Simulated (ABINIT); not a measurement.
# A GW chain in ABINIT: CsGeCl3 (R3m), part 3 of 3

How does a plane-wave GW calculation on CsGeCl3 (R3m) run from the first input to the gap?

ABINIT 10.8.3; LDA and many-body steps on it, plane waves. Known limits of the many-body steps: not at the basis limit; no spin-orbit coupling; coarse k mesh.

So far. Step 4 (Empty states on the mesh, 2×2×2 mesh, 163 bands): On this mesh the gap is 1.977 eV. Step 5 (Screening, 2×2×2 mesh, 149 bands, screening to 108.8 eV): Local fields lower ε∞ by 18 %. On a Γ-centred mesh this coarse the value itself is usually too large, while a short band sum pulls it down.

## Step 6: Self-energy, 2×2×2 mesh, 149 bands, screening to 108.8 eV

The self-energy is evaluated for the states that the input lists, and the levels follow from it, in one-shot runs by the linearised quasiparticle equation.

This step: G0W0 on LDA, plane waves, norm-conserving pseudopotentials.

run.abi

```
acell 3*1.0 Angstrom
rprim 
  3.846816390705 2.220960478697 3.178300533600
  -3.846816390705 2.220960478697 3.178300533600
  -0.000000000000 -4.441920957394 3.178300533600
ntypat 3
znucl 55 32 17
natom 5
typat 1 2 3 3 3
xred 
  0.998403350000 0.998403350000 0.998403350000
  0.515533150000 0.515533150000 0.515533150000
  0.496712670000 0.496712670000 0.948638170000
  0.496712670000 0.948638170000 0.496712670000
  0.948638170000 0.496712670000 0.496712670000
pp_dirpath "pseudos"
pseudos "Cs.upf, Ge.upf, Cl.upf"
ecut 56
ngkpt 2 2 2
nshiftk 1
shiftk 0 0 0
kptopt 1
chksymbreak 0
istwfk *1
occopt 1
irdwfk 1
optdriver 4
nband 149
gwcalctyp 0
ecutsigx 56
symsigma 1
nkptgw 2
kptgw 
  0.5000000000 0.5000000000 0.5000000000
  0.0000000000 0.0000000000 0.0000000000
bdgw 
  25 28
  24 29
ecuteps 4
irdscr 1
ppmodel 1
indata_prefix "in"
outdata_prefix "out"
tmpdata_prefix "tmp"
```

On the command line:

```sh
> OMP_NUM_THREADS=1 mpirun -n 4 abinit run.abi > log
```

Numbers of over 12 decimals in the logs are rounded to 6 here.

Output:

```text
.Version 10.8.3 of ABINIT. v10.8.2 released Aug 2026.

 Symmetries : space group R3 m (#160); Bravais hR (rhombohedral)
[... echo of the input left out ...]
== DATASET  1 ==================================================================
-   mpi_nproc: 4, omp_nthreads: 1 (-1 if OMP is not activated)

--- !DatasetInfo
iteration_state: {dtset: 1, }
dimensions: {natom: 5, nkpt: 4, mband: 149, nsppol: 1, nspinor: 1, nspden: 1, mpw: 22041, }
cutoff_energies: {ecut:  56.0, pawecutdg:  -1.0, }
electrons: {nelect:   5.20000000E+01, charge:   0.00000000E+00, occopt:   1.00000000E+00, tsmear:   1.00000000E-02, }

 SIGMA: Calculation of the GW corrections

 Based on a program developped by R.W. Godby, V. Olevano, G. Onida, and L. Reining.
 Incorporated in ABINIT by V. Olevano, G.-M. Rignanese, and M. Torrent.
.Using double precision arithmetic ; gwpc =  8

[... cell and pseudopotentials left out ...]
--------------------------------------------------------------------------------

 ==== K-mesh for the wavefunctions ====
 Number of points in the irreducible wedge :     4
[... list of points left out ...]
 Together with  6 symmetry operations and time-reversal symmetry
 yields     8 points in the full Brillouin Zone.

 ==== Q-mesh for screening function ====
 Number of points in the irreducible wedge :     4
[... list of points left out ...]
 Together with  6 symmetry operations and time-reversal symmetry
 yields     8 points in the full Brillouin Zone.

 vcoul_init : cutoff-mode = AUXILIARY_FUNCTION
 q-points for optical limit:   1
     1)      0.000010    0.000020    0.000030
 setmesh: FFT mesh size selected  =    72x   72x   72
          total number of points  =       373248

 Number of electrons calculated from density =   52.0000; Expected =   52.0000
 average of density, n =  0.047295
 r_s =    1.7154
 omega_plasma =   20.9780 [eV]

 === KS Band Gaps ===
  >>>> For spin  1
   Minimum direct gap =   1.9771 [eV], located at k-point      :   0.5000  0.5000  0.5000
   Fundamental gap    =   1.9771 [eV], Top of valence bands at :   0.5000  0.5000  0.5000
                                       Bottom of conduction at :   0.5000  0.5000  0.5000
 SIGMA fundamental parameters:
 PLASMON POLE MODEL  1
 number of plane-waves for SigmaX                22041
 number of plane-waves for SigmaC and W            437
 number of plane-waves for wavefunctions         22041
 number of bands                                   149
 number of independent spin polarizations            1
 number of spinorial components                      1
 number of k-points in IBZ                           4
 number of q-points in IBZ                           4
 number of symmetry operations                       6
 number of k-points in BZ                            8
 number of q-points in BZ                            8
 number of frequencies for dSigma/dE                 9
 frequency step for dSigma/dE [eV]                0.25
 number of omega for Sigma on real axis              0
 max omega for Sigma on real axis  [eV]           0.00
 zcut for avoiding poles [eV]                     0.10

 EPSILON^-1 parameters (SCR file):
 dimension of the eps^-1 matrix on file            437
 dimension of the eps^-1 matrix used               437
 number of plane-waves for wavefunctions         22041
 number of bands                                   149
 number of q-points in IBZ                           4
 number of frequencies                               2
 number of real frequencies                          1
 number of imag frequencies                          1

 matrix elements of self-energy operator (all in [eV])

 Perturbative Calculation

--- !SelfEnergy_ee
iteration_state: {dtset: 1, }
kpoint     : [   0.500,    0.500,    0.500, ]
spin       : 1
KS_gap     :    1.977
QP_gap     :    3.617
Delta_QP_KS:    1.640
data: !SigmaeeData |
     Band     E0 <VxcDFT>   SigX SigC(E0)      Z dSigC/dE  Sig(E)    E-E0       E
       25  -0.190 -14.219 -18.514   3.078   0.773  -0.294 -15.159  -0.941  -1.131
       26   1.959 -14.764 -16.833   1.619   0.788  -0.268 -15.118  -0.355   1.604
       27   3.936 -11.282  -6.604  -3.088   0.809  -0.236  -9.996   1.286   5.221
       28   3.936 -11.282  -6.604  -3.088   0.809  -0.236  -9.996   1.286   5.221

--- !SelfEnergy_ee
iteration_state: {dtset: 1, }
kpoint     : [   0.000,    0.000,    0.000, ]
spin       : 1
KS_gap     :    5.520
QP_gap     :    7.230
Delta_QP_KS:    1.710
data: !SigmaeeData |
     Band     E0 <VxcDFT>   SigX SigC(E0)      Z dSigC/dE  Sig(E)    E-E0       E
       24  -0.526 -14.055 -18.275   3.034   0.773  -0.294 -14.971  -0.917  -1.443
       25  -0.526 -14.055 -18.275   3.034   0.773  -0.294 -14.971  -0.917  -1.443
       26  -0.340 -13.977 -17.781   2.743   0.775  -0.290 -14.800  -0.823  -1.163
       27   5.180  -7.348  -3.022  -3.270   0.840  -0.191  -6.462   0.887   6.067
       28   6.059  -7.267  -2.987  -3.157   0.841  -0.189  -6.323   0.944   7.003
       29   6.059  -7.267  -2.987  -3.157   0.841  -0.189  -6.323   0.944   7.003

== END DATASET(S) ==============================================================
================================================================================

 -outvars: echo values of variables after computation  --------
           etotal      0.0000000000E+00
            nband         149
             nkpt           4
          spgroup         160
 [... the other variables as echoed above ...]

 Calculation completed.
```

It took 19 s on 4 MPI ranks of Intel Xeon Platinum 8488C (Sapphire Rapids), shared host; peak memory 1.9 GiB.

Numbers from this step:

| Quantity | Value |
| --- | --- |
| G0W0 gap on the points computed | 3.617 eV |
| starting gap on the mesh | 1.977 eV |
| k of the valence top | 0.5, 0.5, 0.5 |
| k of the conduction bottom | 0.5, 0.5, 0.5 |
| Z at the valence top | 0.788 |
| Z at the conduction bottom | 0.809 |
| least direct G0W0 gap on the computed points | 3.617 eV |

The gap on the mesh goes from 1.98 eV to 3.62 eV, a correction of +1.64 eV.

Limits: finite bands, cutoff and mesh; no spin-orbit coupling; coarse k mesh. v1 is the top filled band, c1 the lowest empty one. The levels before and after the correction (eV, zero at the valence-band top of each column):

```tsv
	conduction bottom	valence top
Kohn-Sham	1.98	0.00
G0W0	3.62	0.00
```

```tsv
	level	energy (eV)
Kohn-Sham	(0.5 0.5 0.5) v2	-2.149
Kohn-Sham	(0.5 0.5 0.5) v1	0.000
Kohn-Sham	(0.5 0.5 0.5) c1-c2	1.977
G0W0	(0.5 0.5 0.5) v2	-2.735
G0W0	(0.5 0.5 0.5) v1	0.000
G0W0	(0.5 0.5 0.5) c1-c2	3.617
```

## Step 7: Where the time went

Times are wall times on 4 MPI ranks of Intel Xeon Platinum 8488C (Sapphire Rapids), shared host, good to a factor of about two.

```tsv
step	time	share	memory (GiB)
ground state	2.7 min	27 %	0.77
bands along the symmetry lines	2.7 min	27 %	0.8
empty states on the mesh	2.9 min	29 %	0.71
screening	83 s	14 %	2.8
self-energy	19 s	3 %	1.9
```

## Step 8: Results

| Quantity | Value |
| --- | --- |
| LDA gap | 1.98 eV, indirect (only 2 meV under the direct gap) |
| G0W0 gap on the mesh | 3.62 eV |
| GW settings | 2×2×2 mesh, 149 bands, screening to 108.8 eV, Godby-Needs plasmon pole |
| known limits | not at the basis limit; no spin-orbit coupling; coarse k mesh |

What this shows: G0W0 moves the gap on the mesh from 1.98 eV to 3.62 eV (+1.64 eV), with Z of 0.79 and 0.81 at the edges. Local fields lower the RPA ε∞ on this mesh from 7.23 to 5.96; a Γ-centred mesh this coarse tends to raise both, most where the direct gap is narrow, while a short band sum lowers them. Only 2 of the mesh's irreducible points were corrected, so a valley elsewhere could overtake. Bands and cutoff are finite, so the gap is not at the basis limit. The miss can reach some tenths of an eV and take either sign; the mesh is an error of its own. In the G0W0 run levels were corrected at 2 k points alone, so a gap called «on the mesh» is the least over those, and an edge elsewhere would be missed. The 2×2×2 mesh is coarse for this cell, which bears on the long-range parts of exchange and screening. The many-body steps are scalar-relativistic: spin-orbit coupling is not in them.

[Paths, hosts, dates, memory and timing lines, banners, echoed tables and standing remarks are left out of the program output.]

[Logs are printed without paths, hosts, clocks, repeated set-up lines and the standing remarks that a program may print on its own settings, such as how far it seeks lower states.]

[Runs of the session that timed out or met a known fault of the program may be left out.]

[Hosts, paths, dates, database ids (printed as entryN), source tags and the programs' standing remarks are cut or masked in the printed files.]

[G0W0 gaps are taken among the corrected bands and points alone; a level outside them can change the order at an edge.]

[Where Ansatz stands beside ABINIT at settings called matched, ABINIT's density can come from a denser mesh and the files from another edition; pairs whose starting gaps differed by over 0.03 eV were left out, so agreement reads better than it is.]
